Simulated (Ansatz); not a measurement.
**Converging the field response of a BaZrO3 (001), ZrO2 faces film**

Aim: a convergence study of the equivalent conductor thickness of a BaZrO3 (001), ZrO2 faces film, with the cost of each setting.

Main program and level: Ansatz 0.2.0; plane-wave DFT, PBE, Ansatz PAW, in the first sound run; inputs show where later runs differ.

## (1) Set-up

The cell holds 13 atoms: 3 Zr, 8 O and 2 Ba. Its edges and angles: a = 4.190 Å, b = 4.190 Å, c = 26.380 Å, α = 90.0°, β = 90.0°, γ = 90.0°. It derives from BaZrO3 (perovskite BaZrO3). Vacuum lies along c.

## (2) Run, setting first choice

The first choice: the default cutoff of 420 eV, a 6×6×1 mesh, 18 Å of vacuum, 0.1 V/Å and a tight threshold. Each later run changes one input against this one; other functionals and files bring their own cutoffs.

File input.yaml:

```yaml
crystal:
  lattice:
    - [4.19, 0.0, 0.0]
    - [0.0, 4.19, 0.0]
    - [0.0, 0.0, 26.38]
  atoms:
    - { symbol: Zr, position: [0.5, 0.5, 0.3411675512] }
    - { symbol: O, position: [0.0, 0.5, 0.3411675512] }
    - { symbol: O, position: [0.5, 0.0, 0.3411675512] }
    - { symbol: Ba, position: [0.0, 0.0, 0.4205837756] }
    - { symbol: O, position: [0.5, 0.5, 0.4205837756] }
    - { symbol: Zr, position: [0.5, 0.5, 0.5] }
    - { symbol: O, position: [0.0, 0.5, 0.5] }
    - { symbol: O, position: [0.5, 0.0, 0.5] }
    - { symbol: Ba, position: [0.0, 0.0, 0.5794162244] }
    - { symbol: O, position: [0.5, 0.5, 0.5794162244] }
    - { symbol: Zr, position: [0.5, 0.5, 0.6588324488] }
    - { symbol: O, position: [0.0, 0.5, 0.6588324488] }
    - { symbol: O, position: [0.5, 0.0, 0.6588324488] }
kpoints:
  mp_grid: { grid: [6, 6, 1] }
hamiltonian:
  xc: pbe
scf:
  occupations: { method: fixed }
  convergence: { dr2_threshold: 1.0e-10 }
efield:
  axis: 3
  dipole_correction: true
  ramp_position: 0.97
  ramp_width: 0.06
  amplitude: 0.1
output:
  write_potential: true
  write_density: true
  volumetric_format: npy
```

Launch:

```bash
$ ansatz run input.yaml --threads 4 --pin off --max-ram 6144MiB --backend cpu --events-out ev --progress --plain --runs-dir out
```

Numbers of over 12 decimals in the logs are rounded to 6 here.

The log of the run:

```text
Engine: ansatz 0.2.0, x86_64-unknown-linux-gnu
Pseudopotentials: kind: paw
Pseudopotential: Zr, paw, valence charge 12, recommended cutoff 420 eV (normal), Zr.paw.azcp
Pseudopotential: O, paw, valence charge 6, recommended cutoff 420 eV (normal), O.paw.azcp
Pseudopotential: Ba, paw, valence charge 10, recommended cutoff 420 eV (normal), Ba.paw.azcp
Functional definition: PBE
  parameter kappa = 0.804
  parameter beta = 0.066725
  exchange = pbe_x(kappa = kappa, mu = beta*pi^2/3)
  correlation = pbe_c(beta = beta)
Crystal: 13 atoms, lattice volume = 463.130 Å³
Basis set: ecut = 420 eV, 8917 PW (Γ)
Bands: 65, of which v1, the nominal top of the filled ones, is band 52 counted from 1 (51 counted from 0)
Symmetry: 8 space group operations
k-points: 10 of 36
Non-local potential: Zr, projectors of the file, l = 0: 3, l = 1: 2, l = 2: 2, l = 3: 2
Non-local potential: O, projectors of the file, l = 0: 2, l = 1: 2, l = 2: 1
Non-local potential: Ba, projectors of the file, l = 0: 3, l = 1: 2, l = 2: 2, l = 3: 2
PAW form: soft (Blöchl's): semilocal exchange-correlation on the pseudo side does not see the compensation charge
PAW one-centre angular grid: Zr, 590 points (default); XC on 64 Gauss nodes
PAW one-centre angular grid: O, 110 points (default); XC on 64 Gauss nodes
PAW one-centre angular grid: Ba, 194 points (default); XC on 64 Gauss nodes
Initial density: superposition of atomic densities (neutral atoms: chi_scale 0, normalization atom, screened)
Initial wavefunctions: pseudopotential atomic-orbital guess
Functional: x = pbe(κ = 0.804, μ = 0.219515), c = pbe(β = 0.066725)
SCF iter   1: F=—  HF=-29029.475413 eV  |F-HF|=—  |Δ(HF+E_count)|=         —  Δρ=1.09e-1  dr2=6.70e1  ethr=3.10e-3  p=0.111 e·Å  D=4.34e-2 V/Å  ΔV_dip=-1.15 eV  dr2_dipole=2.14e-3  V_vac-E_F(+/−)=12.91/11.64 eV  ⟨swp⟩=6.5  Hψ=2902  notcnv=0  defer=92
efield: sawtooth ramp at fractional position 0.9700 (set: `efield.ramp_position`, or a place that a band, a saddle search or an elastic batch's reference lends), width 0.0600; the density the first Hamiltonian is built on has a dipole p = 0.111 e·Å; the dipole correction subtracts the counter field D = 4.34e-2 V/Å, which shifts the + side's vacuum level by -1.15 eV against the − side's; the planar-averaged density in the ramp window peaks in size at 5.6e-6 e/Å³
preconditioner: auto → Resta (q_TF=auto, 2.127 Å⁻¹)  ε∞=2.0  [insulator: Δε(μ)=5.521 eV  Ē_g=17.401 eV  n_scr=72 (ndim 8)  ℏωp=17.1 eV  f_vac=0.529  ε∞_Penn≈2.0  vacuum switching on, ρ_ref=2.2e-2 e/Å³]
SCF iter   2: F=—  HF=-29014.514609 eV  |F-HF|=—  |Δ(HF+E_count)|=    1.50e1  Δρ=7.43e-2  dr2=1.62e1  ethr=3.10e-3  p=0.081 e·Å  D=3.16e-2 V/Å  ΔV_dip=-0.83 eV  dr2_dipole=1.58e-3  V_vac-E_F(+/−)=5.55/3.97 eV  ⟨swp⟩=4.7  Hψ=1868  notcnv=0  defer=90  κ⁻¹=1.0e0(r=1)
SCF iter   3: F=—  HF=-29011.200157 eV  |F-HF|=—  |Δ(HF+E_count)|=    3.31e0  Δρ=1.56e-2  dr2=1.41e0  ethr=3.10e-3  p=0.098 e·Å  D=3.82e-2 V/Å  ΔV_dip=-1.01 eV  dr2_dipole=5.33e-4  V_vac-E_F(+/−)=6.76/5.36 eV  ⟨swp⟩=3.3  Hψ=1248  notcnv=0  defer=95  κ⁻¹=3.9e-3(r=2)
SCF iter   4: F=—  HF=-29010.962087 eV  |F-HF|=—  |Δ(HF+E_count)|=   2.38e-1  Δρ=8.65e-3  dr2=3.25e-1  ethr=1.36e-3  p=0.076 e·Å  D=2.99e-2 V/Å  ΔV_dip=-0.79 eV  dr2_dipole=7.68e-4  V_vac-E_F(+/−)=4.89/3.26 eV  ⟨swp⟩=3.2  Hψ=1070  notcnv=0  defer=102  κ⁻¹=3.0e-3(r=3)
SCF iter   5: F=—  HF=-29010.914864 eV  |F-HF|=—  |Δ(HF+E_count)|=   4.72e-2  Δρ=2.89e-3  dr2=4.49e-2  ethr=3.13e-4  p=0.086 e·Å  D=3.35e-2 V/Å  ΔV_dip=-0.88 eV  dr2_dipole=2.56e-5  V_vac-E_F(+/−)=4.92/3.39 eV  ⟨swp⟩=2.4  Hψ=853  notcnv=0  defer=109  κ⁻¹=2.1e-4(r=4)
SCF iter   6: F=—  HF=-29010.907710 eV  |F-HF|=—  |Δ(HF+E_count)|=   7.15e-3  Δρ=7.98e-4  dr2=2.43e-3  ethr=4.32e-5  p=0.088 e·Å  D=3.44e-2 V/Å  ΔV_dip=-0.91 eV  dr2_dipole=9.65e-9  V_vac-E_F(+/−)=5.04/3.54 eV  ⟨swp⟩=3.1  Hψ=927  notcnv=0  defer=109  κ⁻¹=5.8e-5(r=5)
SCF iter   7: F=—  HF=-29010.908677 eV  |F-HF|=—  |Δ(HF+E_count)|=   9.67e-4  Δρ=3.91e-4  dr2=4.05e-4  ethr=2.34e-6  p=0.088 e·Å  D=3.43e-2 V/Å  ΔV_dip=-0.90 eV  dr2_dipole=1.82e-7  V_vac-E_F(+/−)=5.00/3.49 eV  ⟨swp⟩=2.5  Hψ=1090  notcnv=0  defer=108  κ⁻¹=5.4e-6(r=6)
SCF iter   8: F=—  HF=-29010.908956 eV  |F-HF|=—  |Δ(HF+E_count)|=   2.79e-4  Δρ=1.27e-4  dr2=3.97e-5  ethr=3.89e-7  p=0.088 e·Å  D=3.44e-2 V/Å  ΔV_dip=-0.91 eV  dr2_dipole=2.35e-9  V_vac-E_F(+/−)=5.00/3.49 eV  ⟨swp⟩=2.1  Hψ=980  notcnv=0  defer=108  κ⁻¹=5.9e-7(r=7)
SCF iter   9: F=—  HF=-29010.908999 eV  |F-HF|=—  |Δ(HF+E_count)|=   4.34e-5  Δρ=5.74e-5  dr2=1.94e-5  ethr=3.82e-8  p=0.088 e·Å  D=3.44e-2 V/Å  ΔV_dip=-0.91 eV  dr2_dipole=8.04e-8  V_vac-E_F(+/−)=5.00/3.49 eV  ⟨swp⟩=2.0  Hψ=987  notcnv=0  defer=106  κ⁻¹=2.1e-7(r=8)
SCF iter  10: F=—  HF=-29010.908999 eV  |F-HF|=—  |Δ(HF+E_count)|=   2.51e-7  Δρ=1.72e-5  dr2=1.28e-6  ethr=1.86e-8  p=0.088 e·Å  D=3.44e-2 V/Å  ΔV_dip=-0.91 eV  dr2_dipole=7.50e-11  V_vac-E_F(+/−)=4.99/3.49 eV  ⟨swp⟩=2.0  Hψ=855  notcnv=0  defer=95  κ⁻¹=5.7e-8(r=8)
SCF iter  11: F=—  HF=-29010.908873 eV  |F-HF|=—  |Δ(HF+E_count)|=   1.26e-4  Δρ=4.84e-6  dr2=6.24e-8  ethr=1.23e-9  p=0.088 e·Å  D=3.44e-2 V/Å  ΔV_dip=-0.91 eV  dr2_dipole=9.03e-10  V_vac-E_F(+/−)=4.99/3.49 eV  ⟨swp⟩=2.1  Hψ=1048  notcnv=0  defer=87  κ⁻¹=5.2e-8(r=8)
SCF iter  12: F=—  HF=-29010.908873 eV  |F-HF|=—  |Δ(HF+E_count)|=   8.29e-8  Δρ=1.87e-6  dr2=1.20e-8  ethr=6.00e-11  p=0.088 e·Å  D=3.44e-2 V/Å  ΔV_dip=-0.91 eV  dr2_dipole=5.61e-10  V_vac-E_F(+/−)=4.99/3.49 eV  ⟨swp⟩=2.0  Hψ=1055  notcnv=0  defer=87  κ⁻¹=2.4e-7(r=8)
SCF iter  13: F=—  HF=-29010.908873 eV  |F-HF|=—  |Δ(HF+E_count)|=   8.50e-9  Δρ=8.90e-7  dr2=3.00e-9  ethr=1.15e-11  p=0.088 e·Å  D=3.44e-2 V/Å  ΔV_dip=-0.91 eV  dr2_dipole=7.49e-12  V_vac-E_F(+/−)=4.99/3.49 eV  ⟨swp⟩=2.0  Hψ=1020  notcnv=0  defer=87  κ⁻¹=1.2e-7(r=8)
SCF iter  14: F=—  HF=-29010.908873 eV  |F-HF|=—  |Δ(HF+E_count)|=   2.02e-9  Δρ=3.10e-7  dr2=3.44e-10  ethr=2.88e-12  p=0.088 e·Å  D=3.44e-2 V/Å  ΔV_dip=-0.91 eV  dr2_dipole=5.91e-12  V_vac-E_F(+/−)=4.99/3.49 eV  ⟨swp⟩=2.0  Hψ=967  notcnv=0  defer=87  κ⁻¹=4.6e-7(r=8)
SCF iter  15: F=-29010.908873 eV  HF=-29010.908873 eV  |F-HF|=9.82e-11  |Δ(HF+E_count)|=  2.76e-10  Δρ=1.21e-7  dr2=3.65e-11  ethr=1.00e-12  p=0.088 e·Å  D=3.44e-2 V/Å  ΔV_dip=-0.91 eV  dr2_dipole=5.20e-13  V_vac-E_F(+/−)=4.99/3.49 eV  ⟨swp⟩=21.0  Hψ=3861  notcnv=0
SCF 1 converged in 15 iterations: F = -29010.908873 eV  dr2 = 3.65e-11
  greatest PAW one-centre occupation: 0.995 electrons in one spin orbital (limit 2), on the Zr atom at site 5 (counted from 0), in its partial waves of l = 0
WARN: The output density's exchange-correlation potential varies sharply where the density is thin. Do not read a vacuum level from v_tot or v_xc, or from such a field of the output density. On a cell that repeats whose density bears no net charge and no dipole along the vacuum's axis use v_es (v_loc + v_h of the components); under efield.dipole_correction with no amplitude use v_es + v_field, which holds any externa [...]
SCF converged after 15 iterations
Stability not checked: this state was not tested for a lower state beside it, because the mixer in use, unlike msr1, does not test its closes by its own steps (another_mixer; see scf.mixing.algorithm and scf.lower_state_search)
Free energy (F): -29010.908873 eV
Harris-Foulkes:  -29010.908873 eV  (|F-HF|=9.82e-11)
Internal energy: -29010.908873 eV  (E = F + TS)
E sigma→0 (E₀):  -29010.908873 eV
Fermi energy:    1.579065 eV
Dipole field:    D = 0.034395 V/Å  (p = 0.088031 e·Å, saw-weighted, corrected)
Work function:   not extracted (applied field tilts the vacuum); planar V_es + V_field profile in the machine report
Levels:          The Fermi level and band energies are counted from a zero that moves with the ramp; work functions are not
--- Per-component energies (eV) ---
  E_band       = -1216.508711
  E_kinetic    = 2740.393931
  E_local      = -91599.922364  (includes V_loc(G=0)·N_el)
  E_nonlocal   = 724.216712
  E_hartree    = 44558.245781
  E_xc         = -1419.088149
  E_vxc        = -1606.773109  (∫ρ·V_xc dr)
  E_paw        = -20572.672013  (= ΣΔE_a)
  E_vpaw       = -590.929759  (= ΣTr[D̂ρ^β])
  E_aug_tail   = 0.019660  (compensation charges beyond the density's cutoff)
  E_efield     = -0.007289  (sawtooth field / dipole correction)
  E_vefield    = -0.005775  (∫n·V_field dr)
  E_ewald      = 36557.904858
  E_smearing   = -0.000000  (= −TS)
  E_closure    = 0.000000  (closes the sum)
  Σ components = -29010.908873   (vs F -29010.908873, Δ=0.00e0)
--- Band table (eV; the first three rows and the last of 10) ---
  k-point 0: bands = [... 48 lower, 0.8137, 0.8137, 0.9742, 0.9742, 3.9767, 3.9837, 3.9837, 4.3003, ... 9 higher]
  k-point 1: bands = [... 48 lower, 0.4025, 0.5636, 0.6280, 0.7877, 4.0352, 4.4514, 4.5477, 4.5577, ... 9 higher]
  k-point 2: bands = [... 48 lower, 0.3461, 0.4106, 0.4279, 0.5874, 4.1525, 4.7491, 4.8998, 5.2616, ... 9 higher]
  k-point 9: bands = [... 48 lower, 0.5036, 0.6281, 1.4170, 1.5791, 5.6453, 5.9949, 6.3246, 6.3246, ... 9 higher]
```

Elapsed: 14 s, on 4 threads of Intel Xeon Platinum 8488C (Sapphire Rapids), shared host; peak memory 1.1 GiB.

This step gave:

```yaml
gap_on_the_k_mesh: 2.398 eV
dipole_along_the_normal: 0.08803 e·Å
equivalent_conductor_thickness_p_eps_0ae: 9.073 Å
```

Running mean over 4.19 Å of the planar mean, with the applied field; the ramp of the sawtooth is left out. Electron's electrostatic potential energy less the highest filled level against z:

```
z (Å)  electron's electrostatic potential energy less the highest filled level (eV)
  3.5                                                                          3.76
  4.0                                                                          3.81
  4.5                                                                          3.86
  5.0                                                                          3.90
  5.5                                                                          3.91
  6.0                                                                          3.80
  6.5                                                                          3.11
  7.0                                                                          1.34
  7.5                                                                        -0.166
  8.0                                                                        -0.783
  8.5                                                                         -1.55
  9.0                                                                         -2.96
  9.5                                                                         -4.36
 10.0                                                                         -5.08
 10.5                                                                         -5.36
 11.0                                                                         -5.50
 11.5                                                                         -5.58
 12.0                                                                         -5.62
 12.5                                                                         -5.64
 13.0                                                                         -5.64
 13.5                                                                         -5.63
 14.0                                                                         -5.61
 14.5                                                                         -5.56
 15.0                                                                         -5.49
 15.5                                                                         -5.38
 16.0                                                                         -5.20
 16.5                                                                         -4.84
 17.0                                                                         -3.93
 17.5                                                                         -2.40
 18.0                                                                         -1.09
 18.5                                                                        -0.384
 19.0                                                                         0.429
 19.5                                                                          2.21
 20.0                                                                          3.86
 20.5                                                                          4.42
 21.0                                                                          4.57
 21.5                                                                          4.64
 22.0                                                                          4.70
 22.5                                                                          4.75
 23.0                                                                          4.80
```

The dipole corresponds to a conductor 9.073 Å thick.

## (3) Single point, box 26.4 Å

input.yaml: that of step 2 with these lines changed.

```diff
@@ -32,2 +32,4 @@
   amplitude: 0.1
+basis:
+  ecutwfc: "250 eV"
 output:
```

The log of the run:

```text
Warning: basis.ecutwfc = 250 eV is below the records' recommended 420 eV, and the density's cutoff is lower with it unless basis.ecutrho_ratio is high enough to keep the records' density cutoff: compare with a run at a higher cutoff
[...]
Crystal: 13 atoms, lattice volume = 463.130 Å³
Basis set: ecut = 250 eV, 4173 PW (Γ)
[...]
k-point 0: bands = [... 48 lower, 0.7483, 0.7483, 0.9076, 0.9076, 3.9197, 3.9315, 3.9315, 4.2515, ... 9 higher]
  k-point 1: bands = [... 48 lower, 0.3738, 0.5336, 0.5715, 0.7296, 3.9830, 4.4065, 4.4918, 4.5095, ... 9 higher]
  k-point 2: bands = [... 48 lower, 0.3417, 0.3734, 0.4100, 0.5316, 4.0971, 4.6983, 4.8620, 5.2237, ... 9 higher]
  k-point 9: bands = [... 48 lower, 0.5176, 0.6350, 1.4263, 1.5879, 5.5960, 5.9564, 6.2710, 6.2710, ... 9 higher]
[key lines of the parts left out:]
SCF converged after 15 iterations
Free energy (F): -28995.589484 eV
Fermi energy:    1.587912 eV
Dipole field:    D = 0.034493 V/Å  (p = 0.088282 e·Å, saw-weighted, corrected)
```

Wall time 6.9 s (4 threads); peak memory 0.69 GiB.

The dipole corresponds to a conductor 9.099 Å thick, +0.29 % from the first choice, at 0.46 times its CPU time.

## (4) Single point, box 26.4 Å (run 2)

input.yaml: that of step 3 with these lines changed.

```diff
@@ -33,3 +33,3 @@
 basis:
-  ecutwfc: "250 eV"
+  ecutwfc: "330 eV"
 output:
```

The log of the run:

```text
[...]
Crystal: 13 atoms, lattice volume = 463.130 Å³
Basis set: ecut = 330 eV, 6319 PW (Γ)
Bands: 65, of which v1, the nominal top of the filled ones, is band 52 counted from 1 (51 counted from 0)
Symmetry: 8 space group operations
k-points: 10 of 36
[...]
k-point 0: bands = [... 48 lower, 0.8183, 0.8183, 0.9783, 0.9783, 3.9684, 3.9767, 3.9767, 4.2959, ... 9 higher]
  k-point 1: bands = [... 48 lower, 0.4011, 0.5620, 0.6348, 0.7944, 4.0282, 4.4468, 4.5398, 4.5514, ... 9 higher]
  k-point 2: bands = [... 48 lower, 0.3401, 0.4061, 0.4366, 0.5961, 4.1455, 4.7432, 4.8962, 5.2588, ... 9 higher]
  k-point 9: bands = [... 48 lower, 0.4957, 0.6166, 1.4082, 1.5701, 5.6400, 5.9911, 6.3183, 6.3183, ... 9 higher]
[key lines of the parts left out:]
SCF converged after 15 iterations
Free energy (F): -29009.406693 eV
Fermi energy:    1.570127 eV
Dipole field:    D = 0.034405 V/Å  (p = 0.088058 e·Å, saw-weighted, corrected)
```

The job ended after 9.3 s (4 threads; peak memory 0.85 GiB; 33 s of CPU time).

The dipole corresponds to a conductor 9.076 Å thick, +0.03 % from the first choice, at 0.65 times its CPU time.

## (5) Single point, box 26.4 Å (run 3)

input.yaml: that of step 4 with these lines changed.

```diff
@@ -33,3 +33,3 @@
 basis:
-  ecutwfc: "330 eV"
+  ecutwfc: "600 eV"
 output:
```

The log of the run:

```text
[...]
Crystal: 13 atoms, lattice volume = 463.130 Å³
Basis set: ecut = 600 eV, 15477 PW (Γ)
Bands: 65, of which v1, the nominal top of the filled ones, is band 52 counted from 1 (51 counted from 0)
Symmetry: 8 space group operations
k-points: 10 of 36
[...]
k-point 0: bands = [... 48 lower, 0.8134, 0.8134, 0.9738, 0.9738, 3.9766, 3.9837, 3.9837, 4.2994, ... 9 higher]
  k-point 1: bands = [... 48 lower, 0.4022, 0.5634, 0.6278, 0.7875, 4.0352, 4.4507, 4.5477, 4.5575, ... 9 higher]
  k-point 2: bands = [... 48 lower, 0.3461, 0.4105, 0.4278, 0.5872, 4.1526, 4.7494, 4.8992, 5.2612, ... 9 higher]
  k-point 9: bands = [... 48 lower, 0.5038, 0.6282, 1.4170, 1.5791, 5.6456, 5.9951, 6.3249, 6.3249, ... 9 higher]
[key lines of the parts left out:]
SCF converged after 15 iterations
Free energy (F): -29010.958295 eV
Fermi energy:    1.579082 eV
Dipole field:    D = 0.034397 V/Å  (p = 0.088037 e·Å, saw-weighted, corrected)
```

Wall time 23 s (4 threads); peak memory 1.6 GiB.

The dipole corresponds to a conductor 9.074 Å thick, +0.01 % from the first choice, at 1.6 times its CPU time.

## (6) Single point, box 26.4 Å (run 4)

input.yaml: that of step 5 with these lines changed.

```diff
@@ -20,3 +20,3 @@
 kpoints:
-  mp_grid: { grid: [6, 6, 1] }
+  mp_grid: { grid: [1, 1, 1] }
 hamiltonian:
@@ -32,4 +32,2 @@
   amplitude: 0.1
-basis:
-  ecutwfc: "600 eV"
 output:
```

The log of the run:

```text
[...]
Crystal: 13 atoms, lattice volume = 463.130 Å³
Basis set: ecut = 420 eV, 8917 PW (Γ)
Bands: 65, of which v1, the nominal top of the filled ones, is band 52 counted from 1 (51 counted from 0)
Symmetry: 8 space group operations
k-points: 1
[...]
Internal energy: -28983.955672 eV  (E = F + TS)
E sigma→0 (E₀):  -28983.955672 eV
Fermi energy:    1.483726 eV
Dipole field:    D = 0.039789 V/Å  (p = 0.101836 e·Å, saw-weighted, corrected)
Work function:   not extracted (applied field tilts the vacuum); planar V_es + V_field profile in the machine report
[...]
--- Band table (eV) ---
  k-point 0: bands = [... 48 lower, 1.3919, 1.3919, 1.4837, 1.4837, 2.3810, 2.3810, 2.5279, 2.7869, ... 9 higher]
[key lines of the parts left out:]
SCF converged after 17 iterations
Free energy (F): -28983.955672 eV
```

The job ended after 2.4 s (4 threads; peak memory 0.53 GiB; 7 s of CPU time).

The dipole corresponds to a conductor 10.496 Å thick, +15.68 % from the first choice, at 0.14 times its CPU time.

(Continued in part 2 of 3.)

[Logs are printed without paths, hosts, clocks, repeated set-up lines and the standing remarks that a program may print on its own settings, such as how far it seeks lower states.]

[Hosts, paths, dates, database ids (printed as entryN), source tags and the programs' standing remarks are cut or masked in the printed files.]

[Maps of the electrostatic potential energy from Ansatz leave out the sawtooth potential of an applied field or a dipole correction, so their vacuum need not be flat; planar profiles and work functions include it.]
